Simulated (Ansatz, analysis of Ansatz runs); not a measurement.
# Reproducing a measured hyperfine coupling: N2V- centre in diamond, part 2 of 2

Subject: N2V- centre in diamond. Wanted: its hyperfine coupling, in one set-up (PBE, 32-site cell, PBE lattice, 420 eV, k: the zone centre alone). The model is a cell of 32 host atoms with 1 site emptied, N put on another atom's site and N put on another atom's site. The isotropic coupling follows from the spin density at the nucleus, the nuclear g-factor and the total spin.

Ansatz 0.2.0; PBE, 32-site cell, PBE lattice, 420 eV, k: the zone centre alone.

So far: Starting point; Relaxation, charge −1.

**3. Contact spin densities**

The relaxed structure is kept, and the final numbers are taken at the final level and k-points.

This step: plane-wave PAW DFT, PBE; single point of a defect supercell.

Contents of point/input.yaml:

```yaml
crystal:
  lattice:
    - [-3.57158176, 3.57158176, 3.57158176]
    - [3.57158176, -3.57158176, 3.57158176]
    - [3.57158176, 3.57158176, -3.57158176]
  atoms:
    - { symbol: C, position: [-0.00083993, -0.000919309, 0.49967203] }
    - { symbol: C, position: [0.000335165, 0.256406846, 0.25763093] }
    - { symbol: C, position: [6.698e-06, 0.499929704, -0.000333348] }
    - { symbol: C, position: [-0.002108976, 0.752883215, 0.752602292] }
    - { symbol: C, position: [0.256488551, 0.000256597, 0.257631984] }
    - { symbol: C, position: [0.257420511, 0.257342793, 0.009009277] }
    - { symbol: C, position: [0.2423738, 0.498443322, 0.741701756] }
    - { symbol: C, position: [0.244136443, 0.741454416, 0.499665353] }
    - { symbol: C, position: [0.500008568, -7.0302e-05, -0.000331808] }
    - { symbol: C, position: [0.498520425, 0.242293114, 0.741700712] }
    - { symbol: C, position: [0.500026094, 0.74487745, 0.246734429] }
    - { symbol: C, position: [0.752960683, -0.00218641, 0.752602417] }
    - { symbol: C, position: [0.741538738, 0.244060564, 0.499666363] }
    - { symbol: C, position: [0.744953183, 0.499949136, 0.246734428] }
    - { symbol: C, position: [0.748084165, 0.748005974, -0.009662419] }
    - { symbol: C, position: [0.005610073, 0.005529956, 0.256158388] }
    - { symbol: C, position: [0.004333545, 0.25650056, 0.005852709] }
    - { symbol: C, position: [-0.006540209, 0.499005306, 0.749417987] }
    - { symbol: C, position: [-0.002736926, 0.750633809, 0.49966966] }
    - { symbol: C, position: [0.256583625, 0.00425706, 0.005856208] }
    - { symbol: C, position: [0.249119553, 0.249039403, 0.743168048] }
    - { symbol: "N", position: [0.22611896, 0.498666033, 0.499663186] }
    - { symbol: C, position: [0.249336185, 0.743630711, 0.249919481] }
    - { symbol: C, position: [0.499083826, -0.006618498, 0.749415336] }
    - { symbol: "N", position: [0.498748917, 0.226052436, 0.499667041] }
    - { symbol: C, position: [0.504319095, 0.504243548, 0.233558925] }
    - { symbol: C, position: [0.498150527, 0.750316786, -0.006517043] }
    - { symbol: C, position: [0.750711695, -0.002811586, 0.499669984] }
    - { symbol: C, position: [0.743708355, 0.249255109, 0.249916665] }
    - { symbol: C, position: [0.750392993, 0.498071529, -0.006516336] }
    - { symbol: C, position: [0.770430175, 0.770350079, 0.765773778] }
total_charge: -1
basis:
  ecutwfc: 420
  xc_grid: 2
hamiltonian:
  xc: pbe
kpoints:
  mp_grid: { grid: [1, 1, 1] }
magnetization:
  spin_polarized: true
  initial_magnetization: 1
  spin_locking: { lock_magnetization: hard }
scf:
  occupations: { method: fermi_dirac, width: 0.01 }
  max_iter: 60
output:
  forces: true
  efg: {}
  eigenvalues: true
checkpoint:
  read: "../relax.run"
```

On the command line:

```bash
ansatz run input.yaml --threads 2 --pin off --max-ram 3768MiB --backend cpu --events-out ev --progress --plain --runs-dir out
```

Numbers of over 12 decimals in the logs are rounded to 6 here.

The program printed:

```text
[...]
Warning: the atoms were moved onto the symmetric positions of the space group found under crystal.symmetry.tolerance 1.0e-5 (fractional; [...]
Warning: checkpoint.read: the run can stay near the saved state's solution: 29 site(s) moved relative to the saved geometry (max |Δs| = 7.142e-6 fractional); [...]
[...]
Crystal: 31 atoms, lattice volume = 182.239 Å³
Basis set: ecut = 420 eV, 3559 PW (Γ), exchange–correlation on 90×90×90 points (8 copies of the dense FFT grid, shifted against one another)
Bands: 95, of which v1, the nominal top of the filled ones, is band 64 counted from 1 (63 counted from 0)
Symmetry: 4 space group operations
[...]
k-points: 1
[...]
Starting moments: Σ|m| = 1 μB on 31 of 31 sites; this step starts from the density that it was given
[...]
atom   7  C  V_zz =    +1.692630   η = 0.1091   by run symmetry: allowed
[...]
atom  10  C  V_zz =    +1.692630   η = 0.1091   by run symmetry: allowed
[...]
atom  16  C  V_zz =    +0.353793   η = 0.1374   by run symmetry: allowed
[...]
atom  21  C  V_zz =    +0.353793   η = 0.1374   by run symmetry: allowed
[...]
atom  22  N  V_zz =   -14.960105   η = 0.0200   by run symmetry: allowed
[...]
atom  25  N  V_zz =   -14.960105   η = 0.0200   by run symmetry: allowed
[...]
atom  26  C  V_zz =    -3.710356   η = 0.0911   by run symmetry: allowed
[...]
atom  31  C  V_zz =    -3.710356   η = 0.0911   by run symmetry: allowed
[...]
--- Band table (eV) ---
[...]
[key lines of the parts left out:]
SCF converged after 3 iterations
Magnetization: 1.0000 μB (64.0000 up, 63.0000 down)
Free energy (F): -8017.248928 eV
Fermi energy:    15.393516 (↑ 15.924490, ↓ 15.162683) eV
```

Elapsed: 1.7 s, on 2 threads of AMD EPYC 9R45, shared host; peak memory 0.47 GiB.

Reading the cycles: dr2 is the Hartree energy of the density residual (eV), the measure of convergence; HF is the Harris–Foulkes estimate of the energy, which meets the free energy F at convergence.

The run converged, but on settings that a careful run would not use, so its numbers are not the defect's.

**4. Outcome**

This set-up is not sound: the zone centre alone in a small cell. For the record: 15N, isotropic: computed -0.4 MHz, measured 4.02 MHz; 4.4 MHz (110 %) away from, with the other sign than, the measurement. 13C, the two neighbours of the vacancy, isotropic: computed 109.0 MHz, measured 240.7 MHz; 131.7 MHz (55 %) below the measurement.

[Logs are printed without paths, hosts, clocks, repeated set-up lines and the standing remarks that a program may print on its own settings, such as how far it seeks lower states.]

[Hosts, paths, dates, database ids (printed as entryN), source tags and the programs' standing remarks are cut or masked in the printed files.]

[For some hosts the program warned that the k-mesh of the response run may be too coarse for force constants and the static dielectric constant; such warnings are not shown here.]
